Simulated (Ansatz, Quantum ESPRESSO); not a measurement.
**Mode couplings of LuH2 (Fm-3m) in a second program**

Wanted: phonons, linewidths and couplings of LuH2 (Fm-3m) from a second program.

Calculated with Ansatz 0.2.0 and Quantum ESPRESSO 7.5; DFT PBEsol, scalar-relativistic, plane waves, PAW, in the first sound run; inputs show where later runs differ.

Report form: the programs' logs are mostly left out.

## Step 1: The structure

Symmetry: Fm-3m, No. 225, cubic system. The conventional cell has a = 5.033 Å, b = 5.033 Å, c = 5.033 Å, α = 90.00°, β = 90.00°, γ = 90.00°. Lu has 8 H at 2.18 Å nearest. Nearest to H lie 4 Lu at 2.18 Å. Farther neighbours are not listed.

## Step 2: Relaxation

The structure is brought to rest under this functional.

File input.yaml:

```yaml
crystal:
  lattice:
    - [0.0, 2.5165, 2.5165]
    - [2.5165, 0.0, 2.5165]
    - [2.5165, 2.5165, 0.0]
  atoms:
    - { symbol: Lu, position: [0.0, 0.0, 0.0] }
    - { symbol: H, position: [0.25, 0.25, 0.25] }
    - { symbol: H, position: [0.75, 0.75, 0.75] }
kpoints:
  mp_grid: { grid: [10, 10, 10] }
hamiltonian:
  xc: pbesol
scf:
  occupations: { method: gaussian, width: 0.1 }
output:
  forces: true
  stress: true
  eigenvalues: true
relax:
  adjacent_minimum: "off"
  f_tol: 0.005
  max_steps: 80
  cell: { stress_tol: 0.05 }
```

Launch:

```sh
> ansatz run input.yaml --threads 4 --pin off --max-ram 16384MiB --backend cpu --events-out ev --progress --plain --runs-dir out
```

The job ended after 3.5 s (4 threads of Arm Neoverse V1, shared host; peak memory 0.33 GiB; 11 s of CPU time).

Relaxation path:

```
step  energy less that of the first step (eV)  largest force component (eV/Å)  pressure (GPa)  volume (Å³)
   1                                   0.0000                          0.0000           -4.06        31.87
   2                                   0.0562                          0.0000           10.41        27.87
   3                                  -0.0193                          0.0000           -0.53        30.64
   4                                  -0.0197                          0.0000           -0.01        30.48
   5                                  -0.0185                          0.0000           -0.03        30.48
```

The log counts 1 steps on a newly chosen plane-wave basis, not all of them marked here; energy and pressure can jump at such steps. Relaxation step 2 was tried and not accepted.

```
conventional cell, symmetrised  before  after  change
                         a (Å)   5.033  4.958  -1.5 %
                         b (Å)   5.033  4.958  -1.5 %
                         c (Å)   5.033  4.958  -1.5 %
              volume (Å³/atom)   10.62  10.16  -4.4 %
```

The relaxed structure:

```cif
data_structure
_symmetry_space_group_name_H-M 'P 1'
_symmetry_Int_Tables_number 1
_cell_length_a 3.5062
_cell_length_b 3.5062
_cell_length_c 3.5062
_cell_angle_alpha 60.000
_cell_angle_beta 60.000
_cell_angle_gamma 60.000
_cell_volume 30.48
loop_
_atom_site_label
_atom_site_type_symbol
_atom_site_fract_x
_atom_site_fract_y
_atom_site_fract_z
_atom_site_occupancy
Lu1 Lu 0.00000 0.00000 0.00000 1
H2 H 0.25000 0.25000 0.25000 1
H3 H 0.75000 0.75000 0.75000 1
```

Numbers from this step:

```
pressure          : -0.02956 GPa
volume per atom   : 10.16 Å³/atom
metallic on mesh  : yes
gap on the k-mesh : 0 eV
```

The largest force is now zero by symmetry and the largest stress component 0.030 GPa, small enough for phonons.

## Step 3: Deformation potentials: PseudoDojo files, cutoff 1360.57 eV, Fermi–Dirac smearing of 0.1 eV

The exported deformation potentials allow the same Gaussian double-delta sums that other programs print.

This step: DFT PBEsol, scalar-relativistic, plane waves, PseudoDojo norm-conserving pseudopotentials (Ansatz 0.2.0).

File input.yaml:

```yaml
crystal:
  lattice:
    - [0.0, 2.4792260536, 2.4792260536]
    - [2.4792260536, 0.0, 2.4792260536]
    - [2.4792260536, 2.4792260536, 0.0]
  atoms:
    - { symbol: Lu, position: [0.0, 0.0, 0.0] }
    - { symbol: H, position: [0.25, 0.25, 0.25] }
    - { symbol: H, position: [0.75, 0.75, 0.75] }
kpoints:
  mp_grid: { grid: [8, 8, 8] }
hamiltonian:
  xc: pbesol
  pseudopotentials: { kind: nc, accuracy: standard }
scf:
  occupations: { method: fermi_dirac, width: 0.1 }
  n_extra_bands: 18
output:
  eigenvalues: true
basis:
  ecutwfc: 1360.569
phonons:
  method: dfpt
  qmesh: [2, 2, 2]
  temperatures: { t_max: 1000, t_step: 50 }
  qpath:
    path:
      - [[0.0, 0.0, 0.0], [0.5, 0.0, 0.5], [0.625, 0.25, 0.625]]
      - [[0.375, 0.375, 0.75], [0.0, 0.0, 0.0], [0.5, 0.5, 0.5], [0.5, 0.25, 0.75], [0.5, 0.0, 0.5]]
    npoints: 10
  electron_phonon_deformation_potentials: { window_half_width: 2.5 }
```

It took 68 s on 4 threads; peak memory 2.6 GiB; 4.2 min of CPU time.

This step gave:

- zero point energy: 0.4251 eV/cell
- share of imaginary modes in the plain interpolation between solved wavevectors: 0
- highest frequency, solved or plainly interpolated: 1193 cm⁻¹
- Debye temperature (second moment): 1658 K

Allen's double-delta sum on the run's k mesh, delta = exp(-(x/sigma)^2)/(sigma sqrt(pi)); at the zone centre the sum is no linewidth. Double-delta sums:

```
q1    q2    q3  star  mode  omega (meV)  lambda_q, sigma 0.05 eV  lambda_q, sigma 0.1 eV  lambda_q, sigma 0.2 eV  lambda_q, sigma 0.3 eV  lambda_q, sigma 0.4 eV  half width at sigma 0.2 (meV)  <D²> at sigma 0.2 ((eV/Å)²)  nesting at sigma 0.2 (1/eV²)
 0     0     0     1     1     -2.14e-6                        -                       -                       -                       -                       -                       1.59e-25                     2.08e-24                         1.028
 0     0     0     1     2      2.17e-7                        -                       -                       -                       -                       -                       1.59e-25                     2.08e-24                         1.028
 0     0     0     1     3      1.06e-6                        -                       -                       -                       -                       -                       1.59e-25                     2.08e-24                         1.028
 0     0     0     1     4        122.6                 3.66e-31                1.90e-31                1.89e-23                2.62e-11                 4.43e-7                       3.86e-22                     5.07e-21                         1.028
 0     0     0     1     5        122.6                 3.66e-31                1.90e-31                1.89e-23                2.62e-11                 4.43e-7                       3.86e-22                     5.07e-21                         1.028
 0     0     0     1     6        122.6                 3.66e-31                1.90e-31                1.89e-23                2.62e-11                 4.43e-7                       3.86e-22                     5.07e-21                         1.028
 0     0     0     1     7        147.9                   0.5904                  0.3114                  0.1462                 0.09659                 0.06953                          4.332                        56.81                         1.028
 0     0     0     1     8        147.9                   0.5904                  0.3114                  0.1462                 0.09659                 0.06953                          4.332                        56.81                         1.028
 0     0     0     1     9        147.9                   0.5904                  0.3114                  0.1462                 0.09659                 0.06953                          4.332                        56.81                         1.028
 0     0  -0.5     4     1        10.77                   0.3516                  0.1774                 0.07782                 0.05701                 0.05256                        0.01223                       0.4969                        0.3318
 0     0  -0.5     4     2        10.77                   0.3516                  0.1774                 0.07782                 0.05701                 0.05256                        0.01223                       0.4969                        0.3318
 0     0  -0.5     4     3        15.63                    3.398                   1.714                  0.7452                  0.4668                  0.3532                         0.2467                        10.02                        0.3318
 0     0  -0.5     4     4        127.3                   0.2944                  0.1486                 0.06439                 0.03826                 0.02682                          1.415                        57.48                        0.3318
 0     0  -0.5     4     5        127.3                   0.2944                  0.1486                 0.06439                 0.03826                 0.02682                          1.415                        57.48                        0.3318
 0     0  -0.5     4     6        129.1                   0.6121                  0.3088                   0.134                 0.08061                 0.05702                          3.026                        122.9                        0.3318
 0     0  -0.5     4     7        140.6                  0.08342                 0.04209                 0.01835                 0.01217                 0.01003                         0.4916                        19.97                        0.3318
 0     0  -0.5     4     8        140.6                  0.08342                 0.04209                 0.01835                 0.01217                 0.01003                         0.4916                        19.97                        0.3318
 0     0  -0.5     4     9        141.7                  0.03054                 0.01541                0.006671                0.003876                0.002687                         0.1817                        7.378                        0.3318
 0  -0.5  -0.5     3     1        14.22                   0.3161                  0.1734                  0.0874                 0.06389                 0.05031                        0.02396                        1.352                        0.2389
 0  -0.5  -0.5     3     2        14.22                   0.3161                  0.1734                  0.0874                 0.06389                 0.05031                        0.02396                        1.352                        0.2389
 0  -0.5  -0.5     3     3        20.01                 5.23e-14                 7.04e-6                 6.86e-4                0.001459                0.001673                        3.72e-4                      0.02101                        0.2389
 0  -0.5  -0.5     3     4        126.3                 1.06e-30                3.95e-13                 1.52e-5                 1.89e-4                 3.39e-4                        3.28e-4                       0.0185                        0.2389
 0  -0.5  -0.5     3     5        133.5                  2.86e-4                 1.57e-4                 8.44e-5                 2.02e-4                 3.42e-4                       0.002041                       0.1151                        0.2389
 0  -0.5  -0.5     3     6        133.5                  2.86e-4                 1.57e-4                 8.44e-5                 2.02e-4                 3.42e-4                       0.002041                       0.1151                        0.2389
 0  -0.5  -0.5     3     7        137.5                   0.2197                  0.1205                 0.05593                 0.03675                 0.02873                          1.433                        80.86                        0.2389
 0  -0.5  -0.5     3     8        137.5                   0.2197                  0.1205                 0.05593                 0.03675                 0.02873                          1.433                        80.86                        0.2389
 0  -0.5  -0.5     3     9        145.3                   0.1545                  0.0847                 0.03966                 0.02472                 0.01715                          1.135                        64.07                        0.2389
```

Mean over the q mesh without its centre; few wavevectors enter, so none of the widths can be taken as converged. Table of coupling constant λ, lambda by Gaussian width:

```
Gaussian width (eV)  coupling constant λ, lambda
              0.050                         3.67
              0.100                         1.87
              0.200                        0.830
              0.300                        0.536
              0.400                        0.414
```

Among the solved wavevectors the lowest mode, translations apart, is 86.8 cm⁻¹, so these are real on this k mesh.

## Step 4: Second program, ground state

ph.x needs a tightly converged ground state on the same k mesh; the cell is that of the step before.

This step: DFT PBEsol, scalar-relativistic, plane waves, PseudoDojo norm-conserving pseudopotentials (Quantum ESPRESSO 7.5).

File pw.in:

```
&CONTROL
  calculation = 'scf'
  prefix      = 'x'
  outdir      = './tmp'
  pseudo_dir  = './pseudo'
  tprnfor     = .true.
  tstress     = .true.
/
&SYSTEM
  ibrav       = 0
  nat         = 3
  ntyp        = 2
  ecutwfc     = 100.0
  ecutrho     = 400.0
  occupations = 'smearing'
  smearing    = 'fd'
  degauss     = 0.00734986
  nbnd        = 25
/
&ELECTRONS
  conv_thr    = 1.0d-11
  mixing_beta = 0.5
/
ATOMIC_SPECIES
 Lu    174.9668  Lu.upf
 H       1.0080  H.upf
CELL_PARAMETERS angstrom
     0.000000000    2.479226054    2.479226054
     2.479226054    0.000000000    2.479226054
     2.479226054    2.479226054    0.000000000
ATOMIC_POSITIONS crystal
 Lu     0.000000000   0.000000000   0.000000000
 H      0.250000000   0.250000000   0.250000000
 H      0.750000000   0.750000000   0.750000000
K_POINTS automatic
 8 8 8 0 0 0
```

Launch:

```sh
> OMP_NUM_THREADS=1 mpirun -n 4 pw.x -nk 4 -in pw.in > pw.x.log
```

Elapsed: 16 s, on 4 MPI ranks.

Numbers from this step:

```yaml
pressure: -0.2010 GPa
```

With these potentials, mesh and smearing the cell is at -0.20 GPa.

## Step 5: Phonons and couplings with ph.x: Fermi–Dirac smearing of 0.1 eV

ph.x gives each mode's frequency and linewidth; λ of a mode follows from Gaussian double-delta sums over the k mesh, here at four widths.

File ph.in:

```
phonons and couplings
&INPUTPH
  prefix          = 'x'
  outdir          = './tmp'
  tr2_ph          = 1.0d-15
  fildyn          = 'x.dyn'
  fildvscf        = 'dvscf'
  ldisp           = .true.
  nq1             = 2
  nq2             = 2
  nq3             = 2
  electron_phonon = 'simple'
  el_ph_ngauss    = 0
  el_ph_sigma     = 0.00734986
  el_ph_nsigma    = 4
  alpha_mix(1)    = 0.5
  amass(1)        = 174.9668
  amass(2)        = 1.008
/
```

Launch:

```sh
> OMP_NUM_THREADS=1 mpirun -n 4 ph.x -nk 4 -in ph.in > ph.x.log
```

Wall time 20 min (4 MPI ranks).

The run was cut off at its time limit.

The run did not finish in the time allowed, so it gives no couplings or resistivity.

## Step 6: Outcome

| Quantity | Value |
| --- | --- |
| phonon run of the rows without a label of their own | PBEsol, q 2×2×2, k 8×8×8 |
| softest mode on the q mesh | 86.8 cm⁻¹ at q = (0.5, 0, 0) |
| highest frequency, solved or plainly interpolated | 1193 cm⁻¹ |
| coupling λ by Gaussian sums at 0.2 eV, Ansatz, PseudoDojo, cutoff 1361 eV, q 2×2×2, k 8×8×8 | 0.830 |

In words: In the last run that gave them, λ from the Gaussian sums still varies by a factor of 4.5 between widths of 0.1 and 0.4 eV; these sums hold few wavevectors and leave out the zone centre.

[Logs are printed without paths, hosts, clocks, repeated set-up lines and the standing remarks that a program may print on its own settings, such as how far it seeks lower states.]

[Hosts, paths, dates, database ids (printed as entryN), source tags and the programs' standing remarks are cut or masked in the printed files.]
